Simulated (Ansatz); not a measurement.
# Work function of Al(100): what the settings cost and change

How thick a slab and how much vacuum does the work function of Al(100) need?

Method: plane-wave DFT, PBE, Ansatz PAW, in Ansatz 0.2.0.

**Measured values to reproduce.**

“Properties of real metallic surfaces: Effects of density functional semilocality and van der Waals nonlocality” (2017, arxiv:1702.08515) quotes from earlier work for Al (clean (100) face, a compiled value): work function (clean (100) face, a compiled value) 4.32 eV.

## 1. The structure

The cell holds 1 atom: 1 Al. Cell: a = 2.864 Å, b = 2.864 Å, c = 18.000 Å, α = 90.0°, β = 90.0°, γ = 90.0°. Vacuum lies along c.

Coordinates:

```cif
data_structure
_symmetry_space_group_name_H-M 'P 1'
_symmetry_Int_Tables_number 1
_cell_length_a 2.8638
_cell_length_b 2.8638
_cell_length_c 18.0000
_cell_angle_alpha 90.000
_cell_angle_beta 90.000
_cell_angle_gamma 90.000
_cell_volume 147.62
loop_
_atom_site_label
_atom_site_type_symbol
_atom_site_fract_x
_atom_site_fract_y
_atom_site_fract_z
_atom_site_occupancy
Al1 Al 0.50000 0.50000 0.50000 1
```

## 2. Run, setting 1 layer

A work function rests on the faint tail of the density, so the SCF threshold is tight. The slab grows from one layer, at fixed mesh and 18 Å of vacuum; then the vacuum is varied on one slab.

Contents of input.yaml:

```yaml
crystal:
  lattice:
    - [2.8637824638, 0.0, 0.0]
    - [0.0, 2.8637824638, 0.0]
    - [0.0, 0.0, 18.0]
  atoms:
    - { symbol: Al, position: [0.5, 0.5, 0.5] }
kpoints:
  mp_grid: { grid: [14, 14, 1] }
hamiltonian:
  xc: pbe
scf:
  occupations: { method: fermi_dirac, width: 0.1 }
  convergence: { dr2_threshold: 1.0e-09 }
efield:
  axis: 3
  dipole_correction: true
  ramp_position: 0.97
  ramp_width: 0.06
output:
  write_potential: true
  write_density: true
  volumetric_format: npy
  elf: true
```

Launch:

```console
$ ansatz run input.yaml --threads 2 --pin off --max-ram 3072MiB --backend cpu --events-out ev --progress --plain --runs-dir out
```

Numbers of over 12 decimals in the logs are rounded to 6 here.

The log of the run:

```text
Engine: ansatz 0.2.0, x86_64-unknown-linux-gnu
Pseudopotentials: kind: paw
Pseudopotential: Al, paw, valence charge 3, recommended cutoff 420 eV (normal), Al.paw.azcp
Functional definition: PBE
  parameter kappa = 0.804
  parameter beta = 0.066725
  exchange = pbe_x(kappa = kappa, mu = beta*pi^2/3)
  correlation = pbe_c(beta = beta)
Crystal: 1 atoms, lattice volume = 147.622 Å³
Basis set: ecut = 420 eV, 2881 PW (Γ)
Bands: 6, of which v1, the nominal top of the filled ones, is band 2 counted from 1 (1 counted from 0)
Symmetry: 8 space group operations
k-points: 36 of 196
Non-local potential: Al, projectors of the file, l = 0: 2, l = 1: 2, l = 2: 1
PAW form: soft (Blöchl's): semilocal exchange-correlation on the pseudo side does not see the compensation charge
PAW one-centre angular grid: Al, 110 points (default); XC on 64 Gauss nodes
Initial density: superposition of atomic densities (neutral atoms: chi_scale 0, normalization atom), corrected by the library's trained network
Initial wavefunctions: pseudopotential atomic-orbital guess
Functional: x = pbe(κ = 0.804, μ = 0.219515), c = pbe(β = 0.066725)
SCF iter   1: F=—  HF=-536.409855 eV  |F-HF|=—  |Δ(HF+E_count)|=         —  Δρ=1.08e-3  dr2=3.24e-3  ethr=1.77e-3  p=0.000 e·Å  D=1.60e-15 V/Å  ΔV_dip=-0.00 eV  dr2_dipole=4.08e-12  V_vac-E_F(+/−)=4.03/4.03 eV  ⟨swp⟩=7.1  Hψ=2464  notcnv=0
efield: sawtooth ramp at fractional position 0.9700 (set: `efield.ramp_position`, or a place that a band, a saddle search or an elastic batch's reference lends), width 0.0600; the density the first Hamiltonian is built on has a dipole p = 0.000 e·Å; the dipole correction subtracts the counter field D = 1.60e-15 V/Å, which shifts the + side's vacuum level by -0.00 eV against the − side's; the planar-averaged density in the ramp window peaks in size at 1.5e-6 e/Å³
preconditioner: auto → LDOS  [metal: Δε(μ)=0.065 eV  Ē_g=7.648 eV  σ=0.100 eV  W_gap=0.16  n_scr=8 (ndim 8)  ℏωp=5.3 eV  f_vac=0.634  D(μ)=0.88/eV (n_scr^D=4)  β→1.0]
SCF iter   2: F=—  HF=-536.410514 eV  |F-HF|=—  |Δ(HF+E_count)|=   6.59e-4  Δρ=3.41e-4  dr2=2.29e-4  ethr=1.08e-4  p=-0.000 e·Å  D=-3.48e-7 V/Å  ΔV_dip=0.00 eV  dr2_dipole=5.03e-12  V_vac-E_F(+/−)=4.23/4.23 eV  ⟨swp⟩=2.4  Hψ=610  notcnv=0
SCF iter   3: F=—  HF=-536.410667 eV  |F-HF|=—  |Δ(HF+E_count)|=   1.53e-4  Δρ=6.93e-5  dr2=6.20e-6  ethr=7.64e-6  p=0.000 e·Å  D=1.59e-7 V/Å  ΔV_dip=-0.00 eV  dr2_dipole=1.22e-12  V_vac-E_F(+/−)=4.24/4.24 eV  ⟨swp⟩=2.0  Hψ=294  notcnv=0
SCF iter   4: F=—  HF=-536.410676 eV  |F-HF|=—  |Δ(HF+E_count)|=   8.95e-6  Δρ=8.22e-6  dr2=2.06e-7  ethr=2.07e-7  p=-0.000 e·Å  D=-1.15e-7 V/Å  ΔV_dip=0.00 eV  dr2_dipole=8.44e-13  V_vac-E_F(+/−)=4.23/4.23 eV  ⟨swp⟩=2.3  Hψ=286  notcnv=0
SCF iter   5: F=—  HF=-536.410676 eV  |F-HF|=—  |Δ(HF+E_count)|=   1.34e-7  Δρ=1.94e-6  dr2=7.62e-9  ethr=6.87e-9  p=0.000 e·Å  D=7.38e-8 V/Å  ΔV_dip=-0.00 eV  dr2_dipole=2.42e-13  V_vac-E_F(+/−)=4.23/4.23 eV  ⟨swp⟩=2.0  Hψ=286  notcnv=0
SCF iter   6: F=-536.410676 eV  HF=-536.410676 eV  |F-HF|=6.95e-11  |Δ(HF+E_count)|=   8.40e-9  Δρ=1.37e-7  dr2=6.11e-11  ethr=3.33e-11  p=-0.000 e·Å  D=-5.92e-8 V/Å  ΔV_dip=0.00 eV  dr2_dipole=2.00e-13  V_vac-E_F(+/−)=4.23/4.23 eV  ⟨swp⟩=4.4  Hψ=1164  notcnv=0
SCF 1 converged in 6 iterations: F = -536.410676 eV  dr2 = 6.11e-11
  greatest PAW one-centre occupation: 0.507 electrons in one spin orbital (limit 2), on the Al atom at site 0 (counted from 0), in its partial waves of l = 0
WARN: The output density's exchange-correlation potential varies sharply where the density is thin. Do not read a vacuum level from v_tot or v_xc, or from such a field of the output density. On a cell that repeats whose density bears no net charge and no dipole along the vacuum's axis use v_es (v_loc + v_h of the components); under efield.dipole_correction with no amplitude use v_es + v_field, which holds any externa [...]
SCF converged after 6 iterations
Free energy (F): -536.410676 eV
Harris-Foulkes:  -536.410676 eV  (|F-HF|=6.95e-11)
Internal energy: -536.382367 eV  (E = F + TS)
E sigma→0 (E₀):  -536.396521 eV
Entropy (-TS):   -0.028309 eV (-28.309 meV/atom)
Fermi energy:    -2.761595 eV
Dipole field:    D = 0.000001 V/Å  (p = 0.000001 e·Å, saw-weighted, corrected)
Work function:   Φ+ = 4.2326 eV   Φ− = 4.2326 eV
Levels:          The Fermi level and band energies are counted from a zero that moves with the ramp; work functions are not
--- Per-component energies (eV) ---
  E_band       = -17.753643
  E_kinetic    = 17.892337
  E_local      = -225.807534  (includes V_loc(G=0)·N_el)
  E_nonlocal   = 10.920508
  E_hartree    = 103.895749
  E_xc         = -36.852552
  E_vxc        = -25.058283  (∫ρ·V_xc dr)
  E_paw        = -467.111221  (= ΣΔE_a)
  E_vpaw       = -3.492088  (= ΣTr[D̂ρ^β])
  E_aug_tail   = -0.000002  (compensation charges beyond the density's cutoff)
  E_efield     = 0.000000  (sawtooth field / dipole correction)
  E_vefield    = 0.000000  (∫n·V_field dr)
  E_ewald      = 60.680348
  E_smearing   = -0.028309  (= −TS)
  E_closure    = -0.000000  (closes the sum)
  Σ components = -536.410676   (vs F -536.410676, Δ=0.00e0)
--- Band table (eV; the first three rows and the last of 36) ---
  k-point 0: bands = ["-9.9358", "-3.9091", "0.3075", "1.3508", "1.6452", "3.2619"]
  k-point 1: bands = ["-9.8449", "-3.8220", "0.3990", "1.4433", "1.7377", "3.3539"]
  k-point 2: bands = ["-9.5727", "-3.5615", "0.6690", "1.7206", "2.0029", "2.4692"]
  k-point 35: bands = ["-2.0445", "-2.0445", "-1.1978", "0.8557", "2.8320", "4.9428"]
```

Elapsed: 8 s, on 2 threads of AMD EPYC 7R43, shared host; peak memory 0.4 GiB.

In the SCF lines HF is the Harris–Foulkes energy and dr2 the Hartree energy of the density residual, in eV; the loop may stop once dr2 is under the threshold and the program's other checks hold. Hψ counts applications of the Hamiltonian.

Numbers from this step:

| Property | Result |
| --- | --- |
| energy at zero smearing | -536.3965 eV |
| work function, upper face | 4.233 eV |

Running mean over 2.025 Å of the planar mean; the ramp of the sawtooth is left out. Electron's electrostatic potential energy less the Fermi level against z:

```tsv
z (Å)	electron's electrostatic potential energy less the Fermi level (eV)
2.88	4.23
3.31	4.23
3.74	4.23
4.18	4.23
4.61	4.23
5.04	4.22
5.47	4.20
5.90	4.16
6.19	4.09
6.62	3.86
7.06	3.24
7.49	1.78
7.92	-0.258
8.35	-2.26
8.78	-3.70
9.22	-3.70
9.65	-2.26
10.08	-0.258
10.51	1.78
10.94	3.24
11.38	3.86
11.81	4.09
12.10	4.16
12.53	4.20
12.96	4.22
13.39	4.23
13.82	4.23
14.26	4.23
14.69	4.23
15.12	4.23
```

Electrostatic potential energy in the ca plane at fractional y = 0.500, with atoms of Al within 0.2 Å of it. With pseudopotentials it is smooth inside the atoms' cores, unlike the true potential.

Values in eV, 5 rows by 16 columns, each cell a mean:
```
  1   1   1   1   1   1   1  -5  -7   0   1   1   1   1   1   1
  1   1   1   1   1   1   0 -13 -15  -1   1   1   1   1   1   1
  1   1   1   1   1   1  -1 -13 -14  -2   1   1   1   1   1   1
  1   1   1   1   1   1   0 -11 -14  -1   1   1   1   1   1   1
  1   1   1   1   1   1   1  -3  -4   0   1   1   1   1   1   1
```
Columns run along c (18.0 Å; values clipped at the 3rd and 97th percentile), rows up along a (2.9 Å). Atoms in or near the plane, at fractional coordinates: Al at (0.50, 0.50).

Valence density in the ca plane at fractional y = 0.500, with atoms of Al within 0.2 Å of it. It is the smooth field of the valence electrons, not physical close to the nuclei.

Ten even steps from '0' (0.00 e/Å³) to '9' (0.22 e/Å³), each cell a mean:
```
00000000000000000013699742100000000000000000
00000000000000000014799852100000000000000000
00000000000000000024755663100000000000000000
00000000000000000025643563100000000000000000
00000000000000000025644563100000000000000000
00000000000000000014777763100000000000000000
00000000000000000013699852100000000000000000
00000000000000000013689742000000000000000000
```
Columns run along c (18.0 Å), rows up along a (2.9 Å). Atoms in or near the plane, at fractional coordinates: Al at (0.50, 0.50).

ELF in the ca plane at fractional y = 0.500, with atoms of Al within 0.2 Å of it. It is the smooth field of the valence electrons, not physical close to the nuclei.

Values, 5 rows by 16 columns, each cell a mean:
```
0.00 0.00 0.00 0.00 0.00 0.04 0.30 0.74 0.78 0.39 0.07 0.01 0.00 0.00 0.00 0.00
0.00 0.00 0.00 0.00 0.00 0.06 0.41 0.55 0.48 0.50 0.09 0.01 0.00 0.00 0.00 0.00
0.00 0.00 0.00 0.00 0.01 0.07 0.45 0.48 0.46 0.54 0.10 0.01 0.00 0.00 0.00 0.00
0.00 0.00 0.00 0.00 0.00 0.05 0.38 0.66 0.62 0.47 0.08 0.01 0.00 0.00 0.00 0.00
0.00 0.00 0.00 0.00 0.00 0.04 0.27 0.72 0.77 0.35 0.06 0.01 0.00 0.00 0.00 0.00
```
Columns run along c (18.0 Å), rows up along a (2.9 Å). Atoms in or near the plane, at fractional coordinates: Al at (0.50, 0.50).

The work function is 4.233 eV.

## 3. Run, 2 atoms

System of this step: Al(100). The cell holds 2 atoms: 2 Al. Its edges and angles: a = 2.864 Å, b = 2.864 Å, c = 20.025 Å, α = 90.0°, β = 90.0°, γ = 90.0°. Vacuum lies along c.

input.yaml, the sections that differ from step 2:

```yaml
crystal:
  lattice:
    - [2.8637824638, 0.0, 0.0]
    - [0.0, 2.8637824638, 0.0]
    - [0.0, 0.0, 20.025]
  atoms:
    - { symbol: Al, position: [0.5, 0.5, 0.4494382022] }
    - { symbol: Al, position: [0.0, 0.0, 0.5505617978] }
output:
  write_potential: true
  write_density: true
  volumetric_format: npy
# kpoints, hamiltonian, scf, efield: as in step 2
```

The log of the run:

```text
[...]
Crystal: 2 atoms, lattice volume = 164.230 Å³
Basis set: ecut = 420 eV, 3207 PW (Γ)
Bands: 7, of which v1, the nominal top of the filled ones, is band 3 counted from 1 (2 counted from 0)
Symmetry: 8 space group operations
k-points: 36 of 196
[...]
Internal energy: -1073.934731 eV  (E = F + TS)
E sigma→0 (E₀):  -1073.956619 eV
Entropy (-TS):   -0.043776 eV (-21.888 meV/atom)
Fermi energy:    -1.861175 eV
Dipole field:    D = -0.000000 V/Å  (p = -0.000000 e·Å, saw-weighted, corrected)
Work function:   Φ+ = 4.4204 eV   Φ− = 4.4204 eV
[...]
--- Band table (eV; the first three rows and the last of 36) ---
[...]
[key lines of the parts left out:]
SCF converged after 7 iterations
Free energy (F): -1073.978507 eV
```

Elapsed: 8.9 s, on 2 threads; peak memory 0.44 GiB.

The work function is 4.420 eV, +0.188 eV from the run “1 layer”, at 1.1 times its CPU time.

## 4. Slab, 3 atoms

System of this step: Al(100). The cell holds 3 atoms: 3 Al. Its edges and angles: a = 2.864 Å, b = 2.864 Å, c = 22.050 Å, α = 90.0°, β = 90.0°, γ = 90.0°. Vacuum lies along c.

input.yaml, the sections that differ from step 3:

```yaml
crystal:
  lattice:
    - [2.8637824638, 0.0, 0.0]
    - [0.0, 2.8637824638, 0.0]
    - [0.0, 0.0, 22.05]
  atoms:
    - { symbol: Al, position: [0.0, 0.0, 0.4081632653] }
    - { symbol: Al, position: [0.5, 0.5, 0.5] }
    - { symbol: Al, position: [0.0, 0.0, 0.5918367347] }
# kpoints, hamiltonian, scf, efield, output: as in step 3
```

The log of the run:

```text
[...]
Crystal: 3 atoms, lattice volume = 180.838 Å³
Basis set: ecut = 420 eV, 3549 PW (Γ)
Bands: 9, of which v1, the nominal top of the filled ones, is band 5 counted from 1 (4 counted from 0)
Symmetry: 8 space group operations
k-points: 36 of 196
[...]
Free energy (F): -1611.552730 eV
[...]
Internal energy: -1611.511443 eV  (E = F + TS)
E sigma→0 (E₀):  -1611.532087 eV
Entropy (-TS):   -0.041287 eV (-13.762 meV/atom)
Fermi energy:    -1.001119 eV
Dipole field:    D = 0.000001 V/Å  (p = 0.000001 e·Å, saw-weighted, corrected)
Work function:   Φ+ = 4.4511 eV   Φ− = 4.4511 eV
[...]
--- Band table (eV; the first three rows and the last of 36) ---
[...]
[key lines of the parts left out:]
SCF converged after 6 iterations
```

Wall time 14 s (2 threads); peak memory 0.41 GiB.

The work function is 4.451 eV, +0.031 eV from the run “2 layers”, at 1.7 times its CPU time.

## 5. Slab, 4 atoms

System of this step: Al(100). The cell holds 4 atoms: 4 Al. Cell: a = 2.864 Å, b = 2.864 Å, c = 24.075 Å, α = 90.0°, β = 90.0°, γ = 90.0°. Vacuum lies along c.

input.yaml, the sections that differ from step 4:

```yaml
crystal:
  lattice:
    - [2.8637824638, 0.0, 0.0]
    - [0.0, 2.8637824638, 0.0]
    - [0.0, 0.0, 24.075]
  atoms:
    - { symbol: Al, position: [0.5, 0.5, 0.3738317757] }
    - { symbol: Al, position: [0.0, 0.0, 0.4579439252] }
    - { symbol: Al, position: [0.5, 0.5, 0.5420560748] }
    - { symbol: Al, position: [0.0, 0.0, 0.6261682243] }
# kpoints, hamiltonian, scf, efield, output: as in step 4
```

The log of the run:

```text
[...]
Crystal: 4 atoms, lattice volume = 197.445 Å³
Basis set: ecut = 420 eV, 3877 PW (Γ)
Bands: 10, of which v1, the nominal top of the filled ones, is band 6 counted from 1 (5 counted from 0)
Symmetry: 8 space group operations
k-points: 36 of 196
[...]
Free energy (F): -2149.029535 eV
[...]
Internal energy: -2148.957644 eV  (E = F + TS)
E sigma→0 (E₀):  -2148.993590 eV
Entropy (-TS):   -0.071891 eV (-17.973 meV/atom)
Fermi energy:    -0.127160 eV
Dipole field:    D = 0.000000 V/Å  (p = 0.000000 e·Å, saw-weighted, corrected)
Work function:   Φ+ = 4.2891 eV   Φ− = 4.2891 eV
[...]
--- Band table (eV; the first three rows and the last of 36) ---
[...]
[key lines of the parts left out:]
SCF converged after 8 iterations
```

Elapsed: 16 s, on 2 threads; peak memory 0.44 GiB.

The work function is 4.289 eV, -0.162 eV from the run “3 layers”, at 1.2 times its CPU time.

## 6. Run, 5 atoms

System of this step: Al(100). The cell holds 5 atoms: 5 Al. Its edges and angles: a = 2.864 Å, b = 2.864 Å, c = 26.100 Å, α = 90.0°, β = 90.0°, γ = 90.0°. Vacuum lies along c.

input.yaml, the sections that differ from step 5:

```yaml
crystal:
  lattice:
    - [2.8637824638, 0.0, 0.0]
    - [0.0, 2.8637824638, 0.0]
    - [0.0, 0.0, 26.1]
  atoms:
    - { symbol: Al, position: [0.0, 0.0, 0.3448275862] }
    - { symbol: Al, position: [0.5, 0.5, 0.4224137931] }
    - { symbol: Al, position: [0.0, 0.0, 0.5] }
    - { symbol: Al, position: [0.5, 0.5, 0.5775862069] }
    - { symbol: Al, position: [0.0, 0.0, 0.6551724138] }
# kpoints, hamiltonian, scf, efield, output: as in step 5
```

The log of the run:

```text
[...]
Crystal: 5 atoms, lattice volume = 214.053 Å³
Basis set: ecut = 420 eV, 4179 PW (Γ)
Bands: 13, of which v1, the nominal top of the filled ones, is band 8 counted from 1 (7 counted from 0)
Symmetry: 8 space group operations
k-points: 36 of 196
[...]
k-point 0: bands = [... 4 lower, -3.4536, -1.5892, 1.4952, 3.5542, 4.4490, 5.2694, 5.2843, 6.0032, ... 1 higher]
  k-point 1: bands = [... 4 lower, -3.3644, -1.5040, 1.5787, 3.6395, 4.3043, 4.5461, 5.1304, 5.3770, ... 1 higher]
  k-point 2: bands = [... 4 lower, -3.0974, -1.2490, 1.7806, 2.3978, 3.1572, 3.9419, 4.5756, 4.8192, ... 1 higher]
  k-point 35: bands = [... 4 lower, -0.8581, -0.7696, -0.1025, 0.1016, 0.1016, 0.3553, 1.4366, 1.7623, ... 1 higher]
[key lines of the parts left out:]
SCF converged after 7 iterations
Free energy (F): -2686.586435 eV
Fermi energy:    0.452856 eV
Dipole field:    D = -0.000000 V/Å  (p = -0.000001 e·Å, saw-weighted, corrected)
Work function:   Φ+ = 4.3109 eV   Φ− = 4.3109 eV
```

The job ended after 14 s (2 threads; peak memory 0.46 GiB).

The work function is 4.311 eV, +0.022 eV from the run “4 layers”, at 0.93 times its CPU time.

## 7. Run, 6 atoms

System of this step: Al(100). The cell holds 6 atoms: 6 Al. Cell: a = 2.864 Å, b = 2.864 Å, c = 28.125 Å, α = 90.0°, β = 90.0°, γ = 90.0°. Vacuum lies along c.

input.yaml, the sections that differ from step 6:

```yaml
crystal:
  lattice:
    - [2.8637824638, 0.0, 0.0]
    - [0.0, 2.8637824638, 0.0]
    - [0.0, 0.0, 28.125]
  atoms:
    - { symbol: Al, position: [0.5, 0.5, 0.32] }
    - { symbol: Al, position: [0.0, 0.0, 0.392] }
    - { symbol: Al, position: [0.5, 0.5, 0.464] }
    - { symbol: Al, position: [0.0, 0.0, 0.536] }
    - { symbol: Al, position: [0.5, 0.5, 0.608] }
    - { symbol: Al, position: [0.0, 0.0, 0.68] }
# kpoints, hamiltonian, scf, efield, output: as in step 6
```

The log of the run:

```text
[...]
Crystal: 6 atoms, lattice volume = 230.660 Å³
Basis set: ecut = 420 eV, 4481 PW (Γ)
Bands: 15, of which v1, the nominal top of the filled ones, is band 9 counted from 1 (8 counted from 0)
Symmetry: 8 space group operations
k-points: 36 of 196
[...]
k-point 0: bands = [... 5 lower, -2.6783, -1.1435, 1.6548, 3.6687, 4.8574, 5.2421, 6.1815, 6.3424, ... 2 higher]
  k-point 1: bands = [... 5 lower, -2.5894, -1.0584, 1.7389, 3.7513, 4.7691, 4.9532, 5.2970, 5.4051, ... 2 higher]
  k-point 2: bands = [... 5 lower, -2.3232, -0.8034, 1.9645, 2.8382, 3.3502, 4.0659, 4.3994, 5.2271, ... 2 higher]
  k-point 35: bands = [... 5 lower, -0.3581, -0.0646, -0.0646, 0.2670, 0.2670, 1.2990, 1.2990, 1.4052, ... 2 higher]
[key lines of the parts left out:]
SCF converged after 7 iterations
Free energy (F): -3224.079031 eV
Fermi energy:    1.017293 eV
Dipole field:    D = 0.000000 V/Å  (p = 0.000000 e·Å, saw-weighted, corrected)
Work function:   Φ+ = 4.2688 eV   Φ− = 4.2688 eV
```

Elapsed: 16 s, on 2 threads; peak memory 0.5 GiB.

The work function is 4.269 eV, -0.042 eV from the run “5 layers”, at 1.2 times its CPU time.

## 8. Slab, 8 atoms

System of this step: Al(100). The cell holds 8 atoms: 8 Al. Cell: a = 2.864 Å, b = 2.864 Å, c = 32.175 Å, α = 90.0°, β = 90.0°, γ = 90.0°. Vacuum lies along c.

input.yaml, the sections that differ from step 7:

```yaml
crystal:
  lattice:
    - [2.8637824638, 0.0, 0.0]
    - [0.0, 2.8637824638, 0.0]
    - [0.0, 0.0, 32.175]
  atoms:
    - { symbol: Al, position: [0.5, 0.5, 0.2797202797] }
    - { symbol: Al, position: [0.0, 0.0, 0.3426573427] }
    - { symbol: Al, position: [0.5, 0.5, 0.4055944056] }
    - { symbol: Al, position: [0.0, 0.0, 0.4685314685] }
    - { symbol: Al, position: [0.5, 0.5, 0.5314685315] }
    - { symbol: Al, position: [0.0, 0.0, 0.5944055944] }
    - { symbol: Al, position: [0.5, 0.5, 0.6573426573] }
    - { symbol: Al, position: [0.0, 0.0, 0.7202797203] }
# kpoints, hamiltonian, scf, efield, output: as in step 7
```

The log of the run:

```text
[...]
Crystal: 8 atoms, lattice volume = 263.875 Å³
Basis set: ecut = 420 eV, 5167 PW (Γ)
Bands: 20, of which v1, the nominal top of the filled ones, is band 12 counted from 1 (11 counted from 0)
Symmetry: 8 space group operations
k-points: 36 of 196
[...]
k-point 0: bands = [... 8 lower, -0.4084, 1.9624, 3.7407, 5.1640, 5.8603, 6.6172, 6.6348, 7.2424, ... 4 higher]
  k-point 1: bands = [... 8 lower, -0.3233, 2.0475, 3.8226, 5.2480, 5.5534, 5.8768, 5.9781, 6.4605, ... 4 higher]
  k-point 2: bands = [... 8 lower, -0.0683, 2.2895, 3.6010, 3.8031, 4.2110, 4.4953, 5.3300, 5.5374, ... 4 higher]
  k-point 35: bands = [... 8 lower, 0.7835, 0.7835, 0.8613, 0.8613, 1.3888, 1.3888, 1.8915, 1.8915, ... 4 higher]
[key lines of the parts left out:]
SCF converged after 8 iterations
Free energy (F): -4299.101782 eV
Fermi energy:    1.881312 eV
Dipole field:    D = -0.000000 V/Å  (p = -0.000000 e·Å, saw-weighted, corrected)
Work function:   Φ+ = 4.2601 eV   Φ− = 4.2601 eV
```

It took 27 s on 2 threads; peak memory 0.56 GiB; 40 s of CPU time.

The work function is 4.260 eV, -0.009 eV from the run “6 layers”, at 1.7 times its CPU time.

(Part 1 of 2 ends here.)

[Logs are printed without paths, hosts, clocks, repeated set-up lines and the standing remarks that a program may print on its own settings, such as how far it seeks lower states.]

[Hosts, paths, dates, database ids (printed as entryN), source tags and the programs' standing remarks are cut or masked in the printed files.]

[Maps of the electrostatic potential energy from Ansatz leave out the sawtooth potential of an applied field or a dipole correction, so their vacuum need not be flat; planar profiles and work functions include it.]
